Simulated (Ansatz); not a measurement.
# How well the gap of CsPbCl3 (Pm-3m) can be computed

The study climbs from cheap functionals to G0W0 on CsPbCl3 (Pm-3m) and then asks what each convergence step is worth.

Program: Ansatz 0.2.0. Level of theory: density functionals, hybrids, G0W0, plane waves, PAW. Results are calculated unless marked as measured.

### 1. The structure

The structure is cubic, space group Pm-3m (No. 221). Conventional cell: a = 5.605 Å, b = 5.605 Å, c = 5.605 Å, α = 90.00°, β = 90.00°, γ = 90.00°. Nearest to Cs lie 12 Cl at 3.96 Å. Pb has 6 Cl at 2.80 Å nearest. Nearest to Cl lie 2 Pb at 2.80 Å and 4 Cs at 3.96 Å. Farther neighbours and most contacts between anions are not listed.

The cell and positions come from the Crystallography Open Database and are kept as given unless a step says otherwise. Spin-orbit coupling is left out unless a step names it. The default PAW set here is soft_2. Its files were made with PBE.

### 2. PBE bands

Levels along a band path, at the cheap level, show where the edges lie and whether the meshes to come will hold them.

This step: DFT, PBE, plane waves, PAW.

input.yaml

```yaml
crystal:
  lattice:
    - [5.605, 0.0, 0.0]
    - [0.0, 5.605, 0.0]
    - [0.0, 0.0, 5.605]
  atoms:
    - { symbol: Cs, position: [0.0, 0.0, 0.0] }
    - { symbol: Pb, position: [0.5, 0.5, 0.5] }
    - { symbol: Cl, position: [0.5, 0.5, 0.0] }
    - { symbol: Cl, position: [0.0, 0.5, 0.5] }
    - { symbol: Cl, position: [0.5, 0.0, 0.5] }
kpoints:
  mp_grid: { grid: [4, 4, 4] }
  band_path:
    path:
      - [[0.0, 0.0, 0.0], [0.0, 0.5, 0.0], [0.5, 0.5, 0.0], [0.0, 0.0, 0.0], [0.5, 0.5, 0.5], [0.0, 0.5, 0.0]]
      - [[0.5, 0.5, 0.5], [0.5, 0.5, 0.0]]
    npoints: 10
hamiltonian:
  xc: pbe
scf:
  occupations: { method: fermi_dirac, width: 0.02 }
  n_extra_bands: 5
output:
  forces: true
  stress: true
  eigenvalues: true
  write_density: true
  write_potential: true
  elf: true
  volumetric_format: npy
```

Command:

```
$ ansatz run input.yaml --threads 3 --pin off --max-ram 64512MiB --backend cuda --events-out ev --progress --plain --runs-dir out --devices 1 --max-vram 24GiB  # rebuilt from the run's record
```

Numbers of over 12 decimals in the logs are rounded to 6 here.

What it wrote:

```text
scf.n_extra_bands = 5 over 22 filled bands (N_el = 44.0): the run solves 27 bands
GPUs: using 1 of 1 available (devices: 1).
Engine: ansatz 0.2.0, x86_64-unknown-linux-gnu
Pseudopotentials: kind: paw
Pseudopotential: Cs, paw, valence charge 9, recommended cutoff 420 eV (normal), Cs.paw.azcp
Pseudopotential: Pb, paw, valence charge 14, recommended cutoff 420 eV (normal), Pb.paw.azcp
Pseudopotential: Cl, paw, valence charge 7, recommended cutoff 420 eV (normal), Cl.paw.azcp
Functional definition: PBE
  parameter kappa = 0.804
  parameter beta = 0.066725
  exchange = pbe_x(kappa = kappa, mu = beta*pi^2/3)
  correlation = pbe_c(beta = beta)
device memory: the entry about to start is reckoned to put 1.4 GiB on a device that reports 74.1 GiB free (of which the cap on the GPU budget leaves the run 24.0 GiB)
GPU FFT provider: cuFFT
GPU libraries: cuBLAS 13.8.1, cuFFT 12.4.0, cuSOLVER 12.3.2
Crystal: 5 atoms, lattice volume = 176.087 Å³
Basis set: ecut = 420 eV, 3407 PW (Γ), exchange–correlation on 80×80×80 points (8 copies of the dense FFT grid, shifted against one another)
Bands: 27, of which v1, the nominal top of the filled ones, is band 22 counted from 1 (21 counted from 0)
Symmetry: 48 space group operations
Space group: Pm-3m (ITA 221), of the structure as read, at distance tolerance 5.6e-5 Å
k-points: 10 of 64
Non-local potential: Cs, projectors of the file, l = 0: 3, l = 1: 2, l = 2: 2, l = 3: 2
Non-local potential: Pb, projectors of the file, l = 0: 2, l = 1: 2, l = 2: 2, l = 3: 2
Non-local potential: Cl, projectors of the file, l = 0: 2, l = 1: 2, l = 2: 2
PAW form: soft (Blöchl's): semilocal exchange-correlation on the pseudo side does not see the compensation charge
PAW one-centre angular grid: Cs, 194 points (default); XC on 64 Gauss nodes
PAW one-centre angular grid: Pb, 590 points (default); XC on 64 Gauss nodes
PAW one-centre angular grid: Cl, 110 points (default); XC on 64 Gauss nodes
Initial density: superposition of atomic densities (neutral atoms: chi_scale 0, normalization atom), corrected by the library's trained network
Initial wavefunctions: pseudopotential atomic-orbital guess
GPU buffer pool allocated for 64000 grid points (all kernels)
GPU transforms: local potential and band sums: pruned to the plane-wave sphere, on 40×40×40
Functional: x = pbe(κ = 0.804, μ = 0.219515), c = pbe(β = 0.066725)
SCF iter   1: F=—  HF=-20823.255557 eV  |F-HF|=—  |Δ(HF+E_count)|=         —  Δρ=5.11e-4  dr2=5.92e-4  ethr=1.77e-3  ⟨swp⟩=8.0  Hψ=1400  notcnv=0
preconditioner: auto → Resta (q_TF=auto, 2.165 Å⁻¹)  ε∞=2.9  [insulator: Δε(μ)=1.936 eV  Ē_g=13.252 eV  σ=0.020 eV  W_gap=1.00  n_scr=26 (ndim 8)  ℏωp=18.1 eV  f_vac=0.062  D(μ)=0.00/eV (n_scr^D=0)  ε∞_Penn≈2.9]
SCF iter   2: F=—  HF=-20823.254612 eV  |F-HF|=—  |Δ(HF+E_count)|=   9.45e-4  Δρ=2.55e-4  dr2=1.25e-4  ethr=1.34e-6  ⟨swp⟩=2.8  Hψ=687  notcnv=0  defer=10
SCF iter   3: F=—  HF=-20823.254598 eV  |F-HF|=—  |Δ(HF+E_count)|=   1.42e-5  Δρ=9.30e-5  dr2=1.09e-5  ethr=2.85e-7  ⟨swp⟩=2.1  Hψ=467  notcnv=0  defer=10
SCF iter   4: F=—  HF=-20823.254565 eV  |F-HF|=—  |Δ(HF+E_count)|=   3.30e-5  Δρ=3.14e-5  dr2=1.52e-6  ethr=2.48e-8  ⟨swp⟩=2.5  Hψ=428  notcnv=0  defer=10
iter 5 did not close the SCF: its close was put off for the readings that it lacked (scf_convergence_deferred on its scf_iter line)
SCF iter   5: F=-20823.254568 eV  HF=-20823.254568 eV  |F-HF|=5.43e-8  |Δ(HF+E_count)|=   3.03e-6  Δρ=5.48e-6  dr2=4.63e-8  ethr=3.44e-9  ⟨swp⟩=2.0  Hψ=460  notcnv=0  defer=10
SCF iter   6: F=-20823.254568 eV  HF=-20823.254568 eV  |F-HF|=1.15e-9  |Δ(HF+E_count)|=   7.12e-8  Δρ=5.97e-7  dr2=1.12e-9  ethr=1.05e-10  ⟨swp⟩=11.2  Hψ=2028  notcnv=0
SCF 1 converged in 6 iterations: F = -20823.254568 eV  dr2 = 1.12e-9
[...]
device memory: the entry about to start is reckoned to put 3.2 GiB on a device that reports 72.5 GiB free (of which the cap on the GPU budget leaves the run 24.0 GiB)
NSCF: frozen V_eff on 62 k-points, pencils in batches of 32, up to order 120
SCF converged after 6 iterations
Free energy (F): -20823.254568 eV
Harris-Foulkes:  -20823.254568 eV  (|F-HF|=1.15e-9)
Internal energy: -20823.254568 eV  (E = F + TS)
E sigma→0 (E₀):  -20823.254568 eV
Fermi energy:    5.074313 eV
--- Per-component energies (eV) ---
  E_band       = -234.021141
  E_kinetic    = 913.644439
  E_local      = -2668.271323  (includes V_loc(G=0)·N_el)
  E_nonlocal   = 465.775402
  E_hartree    = 1011.036717
  E_xc         = -718.582033
  E_vxc        = -627.253566  (∫ρ·V_xc dr)
  E_paw        = -17446.658782  (= ΣΔE_a)
  E_vpaw       = -339.989108  (= ΣTr[D̂ρ^β])
  E_aug_tail   = 0.000317  (compensation charges beyond the density's cutoff)
  E_ewald      = -2380.199303
  E_smearing   = -0.000000  (= −TS)
  E_closure    = 0.000000  (closes the sum)
  Σ components = -20823.254568   (vs F -20823.254568, Δ=0.00e0)
--- Forces (eV/Å), atoms counted from 1 ---
  atom   1  Cs    -0.00000000     0.00000000     0.00000000
  atom   2  Pb    -0.00000000    -0.00000000    -0.00000000
  atom   3  Cl    -0.00000000     0.00000000     0.00000000
  atom   4  Cl    -0.00000000    -0.00000000    -0.00000000
  atom   5  Cl    -0.00000000     0.00000000    -0.00000000
  max |Σ_I F_I| component: 2.75e-26 eV/Å
--- Stress (GPa, compression-positive) ---
        1.856810      -0.000000      -0.000000
        0.000000       1.856810      -0.000000
        0.000000       0.000000       1.856810
  P = ⅓ Tr σ = 1.8568 GPa (18.568 kbar)
--- Band table (eV; the first three rows and the last of 10) ---
  k-point 0: bands = [... 18 lower, 1.4707, 1.5782, 1.5782, 1.5782, 7.4573, 8.3925, 8.3925, 9.3016, ... 1 higher]
  k-point 1: bands = [... 18 lower, 1.4216, 1.5233, 1.5233, 1.6771, 7.9621, 8.7425, 8.7969, 8.9438, ... 1 higher]
  k-point 2: bands = [... 18 lower, 1.3729, 1.4678, 1.4678, 2.4264, 7.1388, 8.7951, 9.3023, 9.4428, ... 1 higher]
  k-point 9: bands = [... 18 lower, 1.8981, 1.8981, 1.8981, 4.1221, 6.0485, 6.0485, 6.0485, 9.2141, ... 1 higher]
```

Elapsed: 2.9 s, on 1 × NVIDIA H100 80GB HBM3 (shared by 3 runs) with 3 threads of AMD EPYC 7R13 (Zen 3), shared host; peak memory 1 GiB.

Numbers from this step:

```yaml
pressure: 1.857 GPa
filled_bands: 22
gap: 1.926 eV
valence_top_at: R
conduction_bottom_at: R
least_direct_gap: 1.926 eV
```

The gap is direct, at (0.500, 0.500, 0.500).

The electronic bands at the labelled points (eV, zero at the top of the highest nominally filled band):

| point | band 19 | band 20 | band 21 | band 22 | band 23 | band 24 | band 25 | band 26 |
| --- | --- | --- | --- | --- | --- | --- | --- | --- |
| Γ | -2.65 | -2.54 | -2.54 | -2.54 | 3.34 | 4.27 | 4.27 | 5.18 |
| halfway | -2.70 | -2.60 | -2.60 | -2.44 | 3.84 | 4.62 | 4.67 | 4.82 |
| X | -2.75 | -2.65 | -2.65 | -1.70 | 3.02 | 4.67 | 5.18 | 5.32 |
| halfway | -2.74 | -2.66 | -2.41 | -1.46 | 2.76 | 4.07 | 5.10 | 5.15 |
| M | -2.84 | -2.77 | -2.23 | -0.82 | 2.51 | 2.51 | 4.91 | 5.37 |
| halfway | -2.67 | -2.64 | -2.44 | -2.27 | 4.08 | 4.24 | 4.62 | 5.03 |
| Γ | -2.65 | -2.54 | -2.54 | -2.54 | 3.34 | 4.27 | 4.27 | 5.18 |
| halfway | -2.46 | -2.46 | -2.45 | -2.11 | 3.90 | 3.90 | 3.98 | 4.87 |
| R | -2.22 | -2.22 | -2.22 | 0.00 | 1.93 | 1.93 | 1.93 | 5.09 |
| halfway | -2.50 | -2.47 | -2.37 | -1.26 | 2.48 | 3.67 | 3.82 | 5.19 |
| X | -2.75 | -2.65 | -2.65 | -1.70 | 3.02 | 4.67 | 5.18 | 5.32 |
| jump to R | -2.22 | -2.22 | -2.22 | 0.00 | 1.93 | 1.93 | 1.93 | 5.09 |
| halfway | -2.45 | -2.45 | -2.23 | -0.62 | 2.22 | 2.22 | 3.49 | 5.45 |
| M | -2.84 | -2.77 | -2.23 | -0.82 | 2.51 | 2.51 | 4.91 | 5.37 |

Electrostatic potential energy in the ac plane at fractional y = 0.500, with atoms of Pb and Cl within 0.2 Å of it. With pseudopotentials it is smooth inside the atoms' cores, unlike the true potential.

Ten even steps from '_' (-45 eV) to '@' (9 eV), each cell a mean:
```
@@@@@@@@@@%%==____..**@@@@@@@@@@
@@@@@@@@@@@@##==--++%%@@@@@@@@@@
@@@@@@@@@@@@@@%%%%%%@@@@@@@@@@@@
@@@@@@@@@@@@@@@@%%@@@@@@@@@@@@@@
@@@@@@@@@@@@%%####%%%%@@@@@@@@@@
++##@@@@@@%%++::::--##%%@@@@%%**
__::##@@%%**::..::..--%%@@%%++..
____++%%%%++..--==::::##%%%%--__
__..**%%%%++..::--..::##@@%%==__
--++%%@@@@##--....::++%%@@@@##==
%%@@@@@@@@%%##++++**%%@@@@@@@@%%
@@@@@@@@@@@@@@%%%%%%@@@@@@@@@@@@
@@@@@@@@@@@@@@%%%%@@@@@@@@@@@@@@
@@@@@@@@@@@@%%**++##@@@@@@@@@@@@
@@@@@@@@@@@@++..__::##@@@@@@@@@@
@@@@@@@@@@%%--______++@@@@@@@@@@
```
Columns run along a (5.6 Å; values clipped at the 3rd and 97th percentile), rows up along c (5.6 Å). Atoms in or near the plane, at fractional coordinates: Pb at (0.50, 0.50), Cl at (0.50, 0.00), Cl at (0.00, 0.50).

ELF in the ac plane at fractional y = 0.500, with atoms of Pb and Cl within 0.2 Å of it. It is the smooth field of the valence electrons, not physical close to the nuclei.

Ten even steps from '0' (0.00) to '9' (0.88), each cell a mean:
```
0003799768985100
0001589999973000
2100157887631001
6520012333200135
9852012332210378
9984134444422699
8995244112423798
4896243001433896
6896243001433897
9995134334422799
9973123444311589
7631011222100157
3200135665420013
0000379999852000
0002699889985100
0003799648996200
```
Columns run along a (5.6 Å), rows up along c (5.6 Å). Atoms in or near the plane, at fractional coordinates: Pb at (0.50, 0.50), Cl at (0.50, 0.00), Cl at (0.00, 0.50).

### 3. LDA

A second semilocal functional shows how much of the gap hangs on that choice alone.

This step: DFT, LDA, plane waves, PAW.

input.yaml

```yaml
crystal:
  lattice:
    - [5.605, 0.0, 0.0]
    - [0.0, 5.605, 0.0]
    - [0.0, 0.0, 5.605]
  atoms:
    - { symbol: Cs, position: [0.0, 0.0, 0.0] }
    - { symbol: Pb, position: [0.5, 0.5, 0.5] }
    - { symbol: Cl, position: [0.5, 0.5, 0.0] }
    - { symbol: Cl, position: [0.0, 0.5, 0.5] }
    - { symbol: Cl, position: [0.5, 0.0, 0.5] }
kpoints:
  mp_grid: { grid: [4, 4, 4] }
  band_path:
    path: [[0.0, 0.0, 0.0], [0.0, 0.5, 0.0], [0.5, 0.5, 0.0], [0.5, 0.5, 0.5]]
    npoints: 1
hamiltonian:
  xc: lda
scf:
  occupations: { method: fixed }
  n_extra_bands: 5
output:
  forces: true
  stress: true
  eigenvalues: true
```

What it wrote:

```text
[...]
GPUs: using 1 of 1 available (devices: 1).
[...]
GPU FFT provider: cuFFT
GPU libraries: cuBLAS 13.8.1, cuFFT 12.4.0, cuSOLVER 12.3.2
Crystal: 5 atoms, lattice volume = 176.087 Å³
Basis set: ecut = 420 eV, 3407 PW (Γ)
Bands: 27, of which v1, the nominal top of the filled ones, is band 22 counted from 1 (21 counted from 0)
Symmetry: 48 space group operations
[...]
k-point 0: bands = [... 18 lower, 1.1918, 1.3041, 1.3041, 1.3041, 6.7638, 7.8237, 7.8237, 8.7837, ... 1 higher]
  k-point 1: bands = [... 18 lower, 1.1388, 1.2459, 1.2459, 1.3802, 7.3055, 8.1825, 8.2472, 8.4367, ... 1 higher]
  k-point 2: bands = [... 18 lower, 1.0874, 1.1861, 1.1861, 2.1080, 6.6391, 8.1835, 8.7795, 8.9499, ... 1 higher]
  k-point 9: bands = [... 18 lower, 1.6376, 1.6376, 1.6376, 3.7723, 5.5048, 5.5048, 5.5048, 8.5605, ... 1 higher]
[key lines of the parts left out:]
SCF converged after 6 iterations
Free energy (F): -20246.715288 eV
Fermi energy:    3.772330 eV
P = ⅓ Tr σ = -1.1123 GPa (-11.123 kbar)
```

It took 4.3 s on 1 × NVIDIA H100 80GB HBM3 (shared by 3 runs) with 3 threads; peak memory 1 GiB; 2.7 s of CPU time.

This step gave:

```yaml
pressure: -1.112 GPa
gap: 1.732 eV
valence_top_at: R
conduction_bottom_at: R
least_direct_gap: 1.732 eV
```

The gap stands −0.19 eV against PBE.

### 4. PBE+SOC

The many-body steps leave out spin-orbit coupling, so its effect is taken from a two-component run, with twice the bands.

This step: DFT, PBE with spin-orbit coupling, plane waves, PAW.

Changes to input.yaml since step 3:

```diff
@@ -17,6 +17,9 @@
 hamiltonian:
-  xc: lda
+  xc: pbe
 scf:
   occupations: { method: fixed }
-  n_extra_bands: 5
+  n_extra_bands: 10
+magnetization:
+  noncollinear: true
+  spin_orbit: true
 output:
```

What it wrote:

```text
[...]
GPUs: using 1 of 1 available (devices: 1).
[...]
non-collinear run that drives no moment, with spin-orbit: no starting moment large enough to seed its density (crystal.atoms[].spin), no starting occupations that ask for one, no magnetisation constraint and no magnetic field, so the semilocal B_xc is pinned to zero
[...]
k-point 0: bands = [... 40 lower, 1.6106, 1.6106, 1.6106, 1.6106, 7.4495, 7.4495, 8.3814, 8.3814, ... 6 higher]
  k-point 1: bands = [... 40 lower, 1.5502, 1.5502, 1.6841, 1.6841, 7.8695, 7.8695, 8.2079, 8.2079, ... 6 higher]
  k-point 2: bands = [... 40 lower, 1.4802, 1.4802, 2.4369, 2.4369, 6.7531, 6.7531, 8.7067, 8.7067, ... 6 higher]
  k-point 9: bands = [... 40 lower, 1.8999, 1.8999, 4.1449, 4.1449, 4.8403, 4.8403, 6.4861, 6.4861, ... 6 higher]
[key lines of the parts left out:]
SCF converged after 8 iterations
Magnetization: |M| = 0.0000 μB,  M = (+0.0000, +0.0000, +0.0000) μB
Free energy (F): -20865.946244 eV
Fermi energy:    4.144855 eV
P = ⅓ Tr σ = 1.7533 GPa (17.533 kbar)
```

Wall time 3.8 s (1 × NVIDIA H100 80GB HBM3 (shared by 3 runs) with 3 threads); peak memory 1.1 GiB; 6.4 s of CPU time.

This step gave:

```yaml
pressure: 1.753 GPa
gap: 0.6955 eV
valence_top_at: R
conduction_bottom_at: R
least_direct_gap: 0.6955 eV
```

The gap stands −1.23 eV against PBE.

### 5. r2SCAN

r2SCAN sits between gradient functionals and hybrids in what it does to gaps, at little more than semilocal cost.

This step: DFT, r2SCAN, plane waves, PAW.

Changes to input.yaml since step 4:

```diff
@@ -17,9 +17,6 @@
 hamiltonian:
-  xc: pbe
+  xc: r2scan
 scf:
   occupations: { method: fixed }
-  n_extra_bands: 10
-magnetization:
-  noncollinear: true
-  spin_orbit: true
+  n_extra_bands: 5
 output:
```

What it wrote:

```text
[...]
GPUs: using 1 of 1 available (devices: 1).
[...]
GPU FFT provider: cuFFT
GPU libraries: cuBLAS 13.8.1, cuFFT 12.4.0, cuSOLVER 12.3.2
Crystal: 5 atoms, lattice volume = 176.087 Å³
Basis set: ecut = 500 eV, 4457 PW (Γ), exchange–correlation on 180×180×180 points (64 copies of the dense FFT grid, shifted against one another)
[...]
k-point 0: bands = [... 18 lower, 1.0569, 1.1693, 1.1693, 1.1693, 7.7084, 8.5144, 8.5144, 9.5095, ... 1 higher]
  k-point 1: bands = [... 18 lower, 1.0086, 1.1138, 1.1138, 1.3045, 8.2169, 8.9266, 8.9320, 9.1209, ... 1 higher]
  k-point 2: bands = [... 18 lower, 0.9603, 1.0575, 1.0575, 2.1210, 7.3283, 9.0301, 9.4541, 9.6607, ... 1 higher]
  k-point 9: bands = [... 18 lower, 1.4963, 1.4963, 1.4963, 3.9195, 6.2083, 6.2083, 6.2083, 9.5614, ... 1 higher]
[key lines of the parts left out:]
SCF converged after 6 iterations
Free energy (F): -20866.130419 eV
Fermi energy:    3.919524 eV
P = ⅓ Tr σ = 1.0634 GPa (10.634 kbar)
```

Elapsed: 4.9 s, on 1 × NVIDIA H100 80GB HBM3 (shared by 3 runs) with 3 threads; peak memory 1.2 GiB.

This step gave:

```
pressure             : 1.063 GPa
gap                  : 2.289 eV
valence top at       : R
conduction bottom at : R
least direct gap     : 2.289 eV
```

The gap stands +0.36 eV against PBE.

### 6. HSE06

The screened hybrid is the usual rung above semilocal functionals: a quarter of exact exchange, cut off beyond a few ångström.

This step: DFT, HSE06, plane waves, PAW.

Changes to input.yaml since step 5:

```diff
@@ -17,3 +17,3 @@
 hamiltonian:
-  xc: r2scan
+  xc: hse06
 scf:
```

What it wrote:

```text
[...]
P = ⅓ Tr σ = 1.4156 GPa (14.156 kbar)
--- Band table (eV; the first three rows and the last of 10) ---
  k-point 0: bands = [... 18 lower, 0.4673, 0.6038, 0.6038, 0.6038, 7.7665, 8.7123, 8.7123, 9.6819, ... 1 higher]
  k-point 1: bands = [... 18 lower, 0.4171, 0.5425, 0.5425, 0.8043, 8.2901, 9.1067, 9.1372, 9.3549, ... 1 higher]
  k-point 2: bands = [... 18 lower, 0.3666, 0.4803, 0.4803, 1.7452, 7.4625, 9.1536, 9.6724, 9.9242, ... 1 higher]
  k-point 9: bands = [... 18 lower, 0.9303, 0.9303, 0.9303, 3.7149, 6.3139, 6.3139, 6.3139, 9.5846, ... 1 higher]
[key lines of the parts left out:]
Free energy (F): -20833.958088 eV
Fermi energy:    3.714883 eV
```

Run time: 23 s. Hardware: 1 × NVIDIA H100 80GB HBM3 (shared by 3 runs) with 3 threads; peak memory 3.2 GiB.

This step gave:

```
gap                  : 2.599 eV
valence top at       : R
conduction bottom at : R
least direct gap     : 2.599 eV
```

The gap stands +0.67 eV against PBE.

### 7. PBE0

PBE0 keeps its quarter of exact exchange at all distances, which suits crystals with ε∞ near 4 best.

This step: DFT, PBE0, plane waves, PAW.

Changes to input.yaml since step 6:

```diff
@@ -17,3 +17,3 @@
 hamiltonian:
-  xc: hse06
+  xc: pbe0
 scf:
```

What it wrote:

```text
[...]
GPUs: using 1 of 1 available (devices: 1).
[...]
GPU FFT provider: cuFFT
GPU libraries: cuBLAS 13.8.1, cuFFT 12.4.0, cuSOLVER 12.3.2
Crystal: 5 atoms, lattice volume = 176.087 Å³
Basis set: ecut = 420 eV, 3407 PW (Γ), exchange–correlation on 80×80×80 points (8 copies of the dense FFT grid, shifted against one another)
[...]
P = ⅓ Tr σ = 1.4077 GPa (14.077 kbar)
--- Band table (eV; the first three rows and the last of 10) ---
  k-point 0: bands = [... 18 lower, 0.0648, 0.2040, 0.2040, 0.2040, 8.1110, 9.0695, 9.0695, 10.0417, ... 1 higher]
  k-point 1: bands = [... 18 lower, 0.0135, 0.1412, 0.1412, 0.4145, 8.6407, 9.4650, 9.4988, 9.7194, ... 1 higher]
  k-point 2: bands = [... 18 lower, -0.0378, 0.0773, 0.0773, 1.3781, 7.8033, 9.5146, 10.0398, 10.2985, ... 1 higher]
  k-point 9: bands = [... 18 lower, 0.5359, 0.5359, 0.5359, 3.3905, 6.6374, 6.6374, 6.6374, 9.9415, ... 1 higher]
[key lines of the parts left out:]
Free energy (F): -20830.562801 eV
Fermi energy:    3.390525 eV
```

The job ended after 23 s (1 × NVIDIA H100 80GB HBM3 (shared by 3 runs) with 3 threads; peak memory 3.2 GiB).

Numbers from this step:

- gap: 3.247 eV
- valence top at: R
- conduction bottom at: R
- least direct gap: 3.247 eV

The gap stands +1.32 eV against PBE.

[end of part 1 of 3]

[Paths, hosts, dates, memory and timing lines, banners, echoed tables and standing remarks are left out of the program output.]

[Logs are printed without paths, hosts, clocks, repeated set-up lines and the standing remarks that a program may print on its own settings, such as how far it seeks lower states.]

[Runs of the session that timed out or met a known fault of the program may be left out.]

[Cells called generated may have been cut or substituted from an entry of the Crystallography Open Database or the Materials Project.]

[Hosts, paths, dates, database ids (printed as entryN), source tags and the programs' standing remarks are cut or masked in the printed files.]
